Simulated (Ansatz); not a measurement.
# Simulated XPS, UPS and emission spectra of SnO2, part 3 of 5

Aim: the valence spectrum of SnO2 from He I to hard X-rays, and which orbitals make each feature.

From the literature, measured:
- Spin–orbit splitting, Sn 3d5/2 to Sn 3d3/2 core-level splitting: 8.4 eV (XPS, monochromatic Al K-alpha; annealed at 950 C; same value for the other samples; 300 K; same value given for all three samples). “Structural and electronic phase evolution of Tin dioxide”, 2016, arxiv:1606.08137.

Ansatz 0.2.0; DFT, PBE, plane-wave PAW, default files, scalar-relativistic (the session's first sound run).

So far. Step 3 (With spin–orbit coupling): At this level the gap is 1.29 eV on the path. Step 4 (With RPBE): At this level the gap is 1.37 eV on the path.

## (5) With LDA

This step: DFT, LDA, plane-wave PAW, default files, scalar-relativistic (Ansatz 0.2.0).

The run is repeated with LDA on the same cell, to see how much the levels hang on the functional.

The input, input.yaml:

```yaml
crystal:
  lattice:
    - [4.738, 0.0, 0.0]
    - [0.0, 4.738, 0.0]
    - [0.0, 0.0, 3.1865]
  atoms:
    - { symbol: Sn, position: [0.5, 0.5, 0.5] }
    - { symbol: Sn, position: [0.0, 0.0, 0.0] }
    - { symbol: O, position: [0.8071, 0.1929, 0.5] }
    - { symbol: O, position: [0.6929, 0.6929, 0.0] }
    - { symbol: O, position: [0.1929, 0.8071, 0.5] }
    - { symbol: O, position: [0.3071, 0.3071, 0.0] }
kpoints:
  mp_grid: { grid: [6, 6, 8] }
  band_path:
    path:
      - [[0.0, 0.0, 0.0], [0.0, 0.5, 0.0], [0.5, 0.5, 0.0], [0.0, 0.0, 0.0], [0.0, 0.0, 0.5], [0.0, 0.5, 0.5], [0.5, 0.5, 0.5], [0.0, 0.0, 0.5]]
      - [[0.0, 0.5, 0.0], [0.0, 0.5, 0.5]]
      - [[0.5, 0.5, 0.0], [0.5, 0.5, 0.5]]
    npoints: 10
scf:
  occupations: { method: fermi_dirac, width: 0.02 }
  n_extra_bands: 16
hamiltonian:
  xc: lda
  pseudopotentials: { kind: paw }
output:
  forces: true
  stress: true
  dos:
    projected: true
    de: 0.05
    e_range: [-30, 12]
    nscf_kmesh: { grid: [10, 10, 14] }
  fatbands: true
```

Run with:

```
> ansatz run input.yaml --threads 2 --pin off --max-ram 4096MiB --backend cpu --events-out ev --progress --plain --runs-dir out
```

Numbers of over 12 decimals in the logs are rounded to 6 here.

Log:

```text
[...]
Crystal: 6 atoms, lattice volume = 71.533 Å³
Basis set: ecut = 420 eV, 1411 PW (Γ)
Bands: 42, of which v1, the nominal top of the filled ones, is band 26 counted from 1 (25 counted from 0)
Symmetry: 16 space group operations
[...]
k-points: 50 of 288
[...]
SCF iter   1: F=—  HF=-13980.423699 eV  |F-HF|=—  |Δ(HF+E_count)|=         —  Δρ=1.88e-2  dr2=2.11e-1  ethr=1.77e-3  ⟨swp⟩=5.9  Hψ=9427  notcnv=0  defer=182
[...]
SCF iter   6: F=-13980.359096 eV  HF=-13980.359096 eV  |F-HF|=3.89e-9  |Δ(HF+E_count)|=   5.88e-7  Δρ=5.79e-6  dr2=2.22e-8  ethr=1.92e-10  ⟨swp⟩=12.3  Hψ=12165  notcnv=0
SCF 1 converged in 6 iterations: F = -13980.359096 eV  dr2 = 2.22e-8
[...]
SCF converged after 6 iterations
Free energy (F): -13980.359096 eV
[...]
Internal energy: -13980.359096 eV  (E = F + TS)
E sigma→0 (E₀):  -13980.359096 eV
Fermi energy:    9.726647 eV
[...]
--- Forces (eV/Å), atoms counted from 1 ---
  atom   1  Sn    -0.00000000    -0.00000000    -0.00000000
  atom   2  Sn     0.00000000     0.00000000     0.00000000
  atom   3  O     -0.10954730     0.10954730     0.00000000
  atom   4  O      0.10954730     0.10954730    -0.00000000
  atom   5  O      0.10954730    -0.10954730    -0.00000000
  atom   6  O     -0.10954730    -0.10954730     0.00000000
  max |Σ_I F_I| component: 2.78e-17 eV/Å
--- Stress (GPa, compression-positive) ---
       -1.087068       0.000000       0.000000
        0.000000      -1.087068       0.000000
        0.000000       0.000000      -0.040721
  P = ⅓ Tr σ = -0.7383 GPa (-7.383 kbar)
--- Band table (eV; the first three rows and the last of 50) ---
  k-point 0: bands = [... 22 lower, 7.9020, 8.3619, 8.3619, 9.1596, 10.2936, 15.0669, 15.2711, 15.2711, ... 12 higher]
  k-point 1: bands = [... 22 lower, 7.3081, 8.3993, 8.3993, 9.0250, 11.2629, 15.3909, 15.9273, 15.9273, ... 12 higher]
  k-point 2: bands = [... 22 lower, 6.5945, 8.2997, 8.2997, 8.6445, 12.8646, 15.8702, 17.3570, 17.3570, ... 12 higher]
  k-point 49: bands = [... 22 lower, 8.1642, 8.1642, 8.3140, 8.3140, 13.8708, 13.8708, 17.7627, 17.7627, ... 12 higher]
```

The job ended after 17 s (2 threads of Intel Xeon Platinum 8259CL at 2.50GHz (Skylake/Cascade Lake), shared host; peak memory 0.54 GiB; 33 s of CPU time).

This step gave:

```
free energy                                    : -13980.3591 eV
Fermi energy                                   : 9.727 eV
pressure                                       : -0.7383 GPa
gap on the k-mesh                              : 1.134 eV
share of occupied states in no projected shell : 0.0045 of the occupied states in the window
gap on the path                                : 1.134 eV
least direct gap on the path                   : 1.134 eV
```

The electronic bands at the labelled points (eV, zero at the valence-band maximum; v1 is the highest filled band, c1 the lowest empty one):

| point | v4 | v3 | v2 | v1 | c1 | c2 |
| --- | --- | --- | --- | --- | --- | --- |
| Γ | -1.26 | -0.80 | -0.80 | 0.00 | 1.13 | 5.91 |
| halfway | -1.24 | -1.22 | -0.76 | -0.30 | 2.43 | 5.49 |
| X | -1.22 | -1.22 | -0.65 | -0.65 | 4.28 | 4.28 |
| halfway | -1.28 | -1.28 | -0.79 | -0.79 | 4.47 | 4.47 |
| M | -1.34 | -1.34 | -0.91 | -0.91 | 4.65 | 4.65 |
| halfway | -1.30 | -1.22 | -0.85 | -0.49 | 3.20 | 5.22 |
| Γ | -1.26 | -0.80 | -0.80 | 0.00 | 1.13 | 5.91 |
| halfway | -2.56 | -0.86 | -0.86 | -0.52 | 3.71 | 6.71 |
| Z | -1.70 | -1.70 | -1.28 | -1.28 | 6.02 | 6.02 |
| halfway | -1.46 | -1.46 | -1.15 | -1.15 | 6.12 | 6.12 |
| R | -1.12 | -1.12 | -0.72 | -0.72 | 6.29 | 6.29 |
| halfway | -1.05 | -1.05 | -1.00 | -1.00 | 5.32 | 5.32 |
| A | -0.99 | -0.99 | -0.85 | -0.85 | 4.71 | 4.71 |
| halfway | -1.30 | -1.28 | -1.06 | -1.02 | 5.50 | 6.01 |
| Z | -1.70 | -1.70 | -1.28 | -1.28 | 6.02 | 6.02 |
| jump to X | -1.22 | -1.22 | -0.65 | -0.65 | 4.28 | 4.28 |
| halfway | -1.31 | -1.31 | -0.85 | -0.85 | 5.41 | 5.41 |
| R | -1.12 | -1.12 | -0.72 | -0.72 | 6.29 | 6.29 |
| jump to M | -1.34 | -1.34 | -0.91 | -0.91 | 4.65 | 4.65 |
| halfway | -0.89 | -0.89 | -0.88 | -0.88 | 4.98 | 4.98 |
| A | -0.99 | -0.99 | -0.85 | -0.85 | 4.71 | 4.71 |

Of the projections kept (Sn s, Sn p, O s, O p, not projected), the largest for each band there; the rest of the weight can lie on other orbitals:

| point | v4 | v3 | v2 | v1 | c1 | c2 |
| --- | --- | --- | --- | --- | --- | --- |
| Γ | O p 0.96 | O p 0.99 | O p 0.99 | O p 1.00 | Sn s 0.63 | Sn s 0.46 |
| X | O p 0.97 | O p 0.97 | O p 0.97 | O p 0.97 | Sn s 0.38 | Sn s 0.38 |
| M | O p 0.96 | O p 0.96 | O p 0.98 | O p 0.98 | Sn s 0.52 | Sn s 0.52 |
| Γ | O p 0.96 | O p 0.99 | O p 0.99 | O p 1.00 | Sn s 0.63 | Sn s 0.46 |
| Z | O p 0.98 | O p 0.98 | O p 0.97 | O p 0.97 | Sn s 0.51 | Sn s 0.51 |
| R | O p 0.99 | O p 0.99 | O p 0.97 | O p 0.97 | Sn s 0.52 | Sn s 0.52 |

Side by side:

| quantity | this run | base run | difference |
| --- | --- | --- | --- |
| gap on the path (eV) | 1.1341 | 1.2821 | -0.148 |
| least direct gap on the path (eV) | 1.1341 | 1.2821 | -0.148 |
| gap on the k-mesh (eV) | 1.1341 | 1.2821 | -0.148 |

The two runs differ clearly in the gap on the path: 1.13 eV against 1.28 eV.

At this level the gap is 1.13 eV on the path.

## (6) Norm-conserving files

This step: DFT, PBE, plane waves, norm-conserving files, scalar-relativistic (Ansatz 0.2.0).

Norm-conserving files need a higher cutoff and test the potentials from another side.

input.yaml: that of step 5 with these lines changed.

```diff
@@ -24,4 +24,4 @@
 hamiltonian:
-  xc: lda
-  pseudopotentials: { kind: paw }
+  xc: pbe
+  pseudopotentials: { kind: nc }
 output:
```

Log:

```text
[...]
Crystal: 6 atoms, lattice volume = 71.533 Å³
Basis set: ecut = 1240 eV, 7123 PW (Γ), exchange–correlation on 120×120×80 points (8 copies of the dense FFT grid, shifted against one another)
Bands: 42, of which v1, the nominal top of the filled ones, is band 26 counted from 1 (25 counted from 0)
Symmetry: 16 space group operations
[...]
k-points: 50 of 288
[...]
SCF iter   1: F=—  HF=-6273.565594 eV  |F-HF|=—  |Δ(HF+E_count)|=         —  Δρ=9.00e-2  dr2=3.81e0  ethr=3.10e-3  ⟨swp⟩=13.8  Hψ=18277  notcnv=0  defer=230
[...]
SCF iter   8: F=-6272.542987 eV  HF=-6272.542987 eV  |F-HF|=2.03e-9  |Δ(HF+E_count)|=   6.48e-8  Δρ=4.23e-6  dr2=6.46e-9  ethr=1.44e-10  ⟨swp⟩=7.9  Hψ=12309  notcnv=0
SCF 1 converged in 8 iterations: F = -6272.542987 eV  dr2 = 6.46e-9
[...]
SCF converged after 8 iterations
Free energy (F): -6272.542987 eV
[...]
Internal energy: -6272.542987 eV  (E = F + TS)
E sigma→0 (E₀):  -6272.542987 eV
Fermi energy:    10.315331 eV
[...]
--- Forces (eV/Å), atoms counted from 1 ---
  atom   1  Sn     0.00000000    -0.00000000    -0.00000000
  atom   2  Sn     0.00000000    -0.00000000     0.00000000
  atom   3  O     -0.19641396     0.19641396     0.00000000
  atom   4  O      0.19641396     0.19641396    -0.00000000
  atom   5  O      0.19641396    -0.19641396    -0.00000000
  atom   6  O     -0.19641396    -0.19641396     0.00000000
  max |Σ_I F_I| component: 2.78e-17 eV/Å
--- Stress (GPa, compression-positive) ---
       10.197680       0.000000       0.000000
        0.000000      10.197680       0.000000
        0.000000       0.000000      13.265082
  P = ⅓ Tr σ = 11.2201 GPa (112.201 kbar)
--- Band table (eV; the first three rows and the last of 50) ---
  k-point 0: bands = [... 22 lower, 8.4336, 8.8916, 8.8916, 9.6748, 10.9558, 15.8197, 16.0366, 16.0366, ... 12 higher]
  k-point 1: bands = [... 22 lower, 7.8568, 8.9273, 8.9273, 9.5437, 11.9124, 16.1368, 16.6856, 16.6856, ... 12 higher]
  k-point 2: bands = [... 22 lower, 7.1418, 8.8285, 8.8285, 9.1734, 13.5218, 16.6065, 18.1138, 18.1138, ... 12 higher]
  k-point 49: bands = [... 22 lower, 8.6995, 8.6995, 8.8376, 8.8376, 14.5967, 14.5967, 18.5623, 18.5623, ... 12 higher]
```

The job ended after 85 s (2 threads; peak memory 1.4 GiB; 2.8 min of CPU time).

Numbers from this step:

```
free energy                                    : -6272.5430 eV
Fermi energy                                   : 10.32 eV
pressure                                       : 11.22 GPa
gap on the k-mesh                              : 1.281 eV
share of occupied states in no projected shell : 0.0051 of the occupied states in the window
gap on the path                                : 1.281 eV
least direct gap on the path                   : 1.281 eV
```

The electronic bands at the labelled points (eV, zero at the valence-band maximum; v1 is the highest filled band, c1 the lowest empty one):

| point | v4 | v3 | v2 | v1 | c1 | c2 |
| --- | --- | --- | --- | --- | --- | --- |
| Γ | -1.24 | -0.78 | -0.78 | 0.00 | 1.28 | 6.14 |
| halfway | -1.23 | -1.21 | -0.74 | -0.29 | 2.57 | 5.69 |
| X | -1.20 | -1.20 | -0.64 | -0.64 | 4.44 | 4.44 |
| halfway | -1.26 | -1.26 | -0.78 | -0.78 | 4.64 | 4.64 |
| M | -1.32 | -1.32 | -0.90 | -0.90 | 4.83 | 4.83 |
| halfway | -1.28 | -1.20 | -0.83 | -0.48 | 3.34 | 5.42 |
| Γ | -1.24 | -0.78 | -0.78 | 0.00 | 1.28 | 6.14 |
| halfway | -2.53 | -0.85 | -0.85 | -0.50 | 3.85 | 6.93 |
| Z | -1.66 | -1.66 | -1.26 | -1.26 | 6.22 | 6.22 |
| halfway | -1.42 | -1.42 | -1.13 | -1.13 | 6.33 | 6.33 |
| R | -1.10 | -1.10 | -0.71 | -0.71 | 6.50 | 6.50 |
| halfway | -1.03 | -1.03 | -0.98 | -0.98 | 5.53 | 5.53 |
| A | -0.97 | -0.97 | -0.84 | -0.84 | 4.92 | 4.92 |
| halfway | -1.27 | -1.25 | -1.05 | -0.99 | 5.70 | 6.23 |
| Z | -1.66 | -1.66 | -1.26 | -1.26 | 6.22 | 6.22 |
| jump to X | -1.20 | -1.20 | -0.64 | -0.64 | 4.44 | 4.44 |
| halfway | -1.28 | -1.28 | -0.83 | -0.83 | 5.59 | 5.59 |
| R | -1.10 | -1.10 | -0.71 | -0.71 | 6.50 | 6.50 |
| jump to M | -1.32 | -1.32 | -0.90 | -0.90 | 4.83 | 4.83 |
| halfway | -0.87 | -0.87 | -0.87 | -0.87 | 5.17 | 5.17 |
| A | -0.97 | -0.97 | -0.84 | -0.84 | 4.92 | 4.92 |

Of the projections kept (Sn s, Sn p, O s, O p, not projected), the largest for each band there; the rest of the weight can lie on other orbitals:

| point | v4 | v3 | v2 | v1 | c1 | c2 |
| --- | --- | --- | --- | --- | --- | --- |
| Γ | O p 0.97 | O p 0.98 | O p 0.98 | O p 1.00 | Sn s 0.65 | Sn s 0.46 |
| X | O p 0.97 | O p 0.97 | O p 0.97 | O p 0.97 | Sn s 0.38 | Sn s 0.38 |
| M | O p 0.97 | O p 0.97 | O p 0.99 | O p 0.99 | Sn s 0.54 | Sn s 0.54 |
| Γ | O p 0.97 | O p 0.98 | O p 0.98 | O p 1.00 | Sn s 0.65 | Sn s 0.46 |
| Z | O p 0.98 | O p 0.98 | O p 0.97 | O p 0.97 | Sn s 0.51 | Sn s 0.51 |
| R | O p 0.99 | O p 0.99 | O p 0.97 | O p 0.97 | Sn s 0.53 | Sn s 0.53 |

The DOS has structure finer than the step of the table below, so its rows give means over 1 eV, whole bins alone (the curve runs from -22.6 to 12.6 eV). Peaks (eV: height): total -19.9: 74.9, -0.8: 12.3; O 2p -1.6: 5.83, -1.2: 9.42, -0.8: 12.0; Sn 5p 8.7: 1.68, 10.9: 2.61, 11.4: 1.87, 12.1: 2.17; Sn 5s -17.1: 0.188, -7.5: 0.822, 5.2: 1.07, 6.5: 0.704; O 2s -20.9: 1.99, -17.1: 2.68, -15.5: 4.82.

Table of DOS by E, zero at the valence-band maximum; means over each step; values in states/eV/cell:

| E (eV) | total | O 2p | Sn 5p | Sn 5s | O 2s | Sn 4d |
| --- | --- | --- | --- | --- | --- | --- |
| -22 | 0 | 0 | 0 | 0 | 0 | 0 |
| -21 | 4.08 | 0.0322 | 0.0507 | 0.0259 | 0.667 | 3.30 |
| -20 | 15.9 | 0.128 | 0.0544 | 0.0173 | 0.206 | 15.5 |
| -19 | 0.285 | 0.00139 | 0.0300 | 0.0596 | 0.166 | 0.0266 |
| -18 | 1.73 | 0.0170 | 0.326 | 0.169 | 1.09 | 0.115 |
| -17 | 2.50 | 0.0279 | 0.434 | 0.0995 | 1.69 | 0.243 |
| -16 | 2.81 | 0.0223 | 0.249 | 0.0355 | 2.03 | 0.465 |
| -15 | 0.675 | 0.00741 | 0.0223 | 0.0216 | 0.488 | 0.134 |
| -14 | 0 | 0 | 0 | 0 | 0 | 0 |
| -13 | 0 | 0 | 0 | 0 | 0 | 0 |
| -12 | 0 | 0 | 0 | 0 | 0 | 0 |
| -11 | 0 | 0 | 0 | 0 | 0 | 0 |
| -10 | 0 | 0 | 0 | 0 | 0 | 0 |
| -9 | 0 | 0 | 0 | 0 | 0 | 0 |
| -8 | 0.779 | 0.447 | 0.0239 | 0.275 | 0.0226 | 0.00375 |
| -7 | 1.78 | 1.04 | 0.0720 | 0.562 | 0.0843 | 0.0108 |
| -6 | 1.01 | 0.620 | 0.0650 | 0.237 | 0.0678 | 0.00894 |
| -5 | 2.09 | 1.49 | 0.410 | 0.0963 | 0.0567 | 0.0124 |
| -4 | 3.55 | 2.70 | 0.645 | 0.0651 | 0.0860 | 0.0211 |
| -3 | 3.06 | 2.52 | 0.369 | 0.0283 | 0.0875 | 0.0262 |
| -2 | 4.03 | 3.66 | 0.182 | 0.0178 | 0.0672 | 0.0478 |
| -1 | 7.27 | 7.06 | 0.0437 | 0.00972 | 0.0175 | 0.0576 |
| 0 | 0.431 | 0.423 | 0.00346 | 1.5e-4 | 0.00117 | 5.2e-4 |
| 1 | 0.00101 | 7.8e-5 | 1.2e-5 | 6.1e-4 | 3.0e-4 | 0 |
| 2 | 0.0634 | 0.0115 | 0.00262 | 0.0325 | 0.0161 | 0 |
| 3 | 0.189 | 0.0488 | 0.0132 | 0.0843 | 0.0400 | 1.6e-4 |
| 4 | 0.439 | 0.131 | 0.0362 | 0.187 | 0.0740 | 5.8e-4 |
| 5 | 1.49 | 0.453 | 0.139 | 0.669 | 0.168 | 0.00217 |
| 6 | 1.47 | 0.476 | 0.132 | 0.672 | 0.103 | 0.00126 |
| 7 | 1.18 | 0.209 | 0.560 | 0.220 | 0.105 | 4.9e-4 |
| 8 | 1.36 | 0.180 | 0.878 | 0.0479 | 0.165 | 7.5e-4 |
| 9 | 2.01 | 0.288 | 1.25 | 0.0904 | 0.206 | 0.00121 |
| 10 | 1.53 | 0.237 | 0.982 | 0.0536 | 0.0762 | 5.4e-4 |
| 11 | 2.84 | 0.498 | 1.84 | 0.0570 | 0.0768 | 7.2e-4 |
| 12 | 4.15 | 0.454 | 1.62 | 0.0412 | 0.0324 | 7.1e-4 |

Simulated valence spectra by photon energy, shown to 13 eV, since a deeper line would dwarf them at some energies; the 100 % can be that line's tail at the edge; this run's widths, added to any smearing of the DOS itself: Gaussian 0.2 eV, Lorentzian 0.1 eV plus 0.05 an eV of depth. Table of intensity by binding energy, zero at the valence-band maximum; values in % of the maximum within 13 eV:

| binding energy (eV) | 150 eV | 1486.7 eV | 2984.3 eV | 5950 eV |
| --- | --- | --- | --- | --- |
| -1 | 1.06 | 6.02 | 3.80 | 1.92 |
| 0 | 5.39 | 9.85 | 5.75 | 2.87 |
| 1 | 94.7 | 86.9 | 42.2 | 18.5 |
| 2 | 44.5 | 76.1 | 48.8 | 28.2 |
| 3 | 33.6 | 75.5 | 56.4 | 37.8 |
| 4 | 35.8 | 95.4 | 79.6 | 58.8 |
| 5 | 20.4 | 70.2 | 61.5 | 48.7 |
| 6 | 11.2 | 62.8 | 59.6 | 54.2 |
| 7 | 14.9 | 93.7 | 96.8 | 95.5 |
| 8 | 6.73 | 51.5 | 50.7 | 48.0 |
| 9 | 1.34 | 22.8 | 16.3 | 10.3 |
| 10 | 0.938 | 24.3 | 15.9 | 8.30 |
| 11 | 0.955 | 29.6 | 18.9 | 9.16 |
| 12 | 1.21 | 38.7 | 24.4 | 11.6 |

Spectra as before, but with a recipe of its own (widths, and in some runs the light), which changes peak heights and what is resolved: Gaussian 0.2 eV, Lorentzian 0.1 eV plus 0.05 times the binding energy, linear light, analyser at 0°, Fermi edge at 300 K; some photon energies differ too.

Side by side:

| quantity | this run | base run | difference |
| --- | --- | --- | --- |
| gap on the path (eV) | 1.281 | 1.2821 | -0.00110 |
| least direct gap on the path (eV) | 1.281 | 1.2821 | -0.00110 |
| gap on the k-mesh (eV) | 1.2810 | 1.2821 | -0.00105 |

The gap on the path, least direct gap on the path and gap on the k-mesh move by 0.00 eV at most against the base run, so this change doesn't matter for them.

(Part 3 of 5 ends here.)

[Logs are printed without paths, hosts, clocks, repeated set-up lines and the standing remarks that a program may print on its own settings, such as how far it seeks lower states.]

[Hosts, paths, dates, database ids (printed as entryN), source tags and the programs' standing remarks are cut or masked in the printed files.]

[Maps of the electrostatic potential energy from Ansatz leave out the sawtooth potential of an applied field or a dipole correction, so their vacuum need not be flat; work functions include it.]

[Peak lists hold at most the 14 tallest peaks of each spectrum; further lines can be left out.]
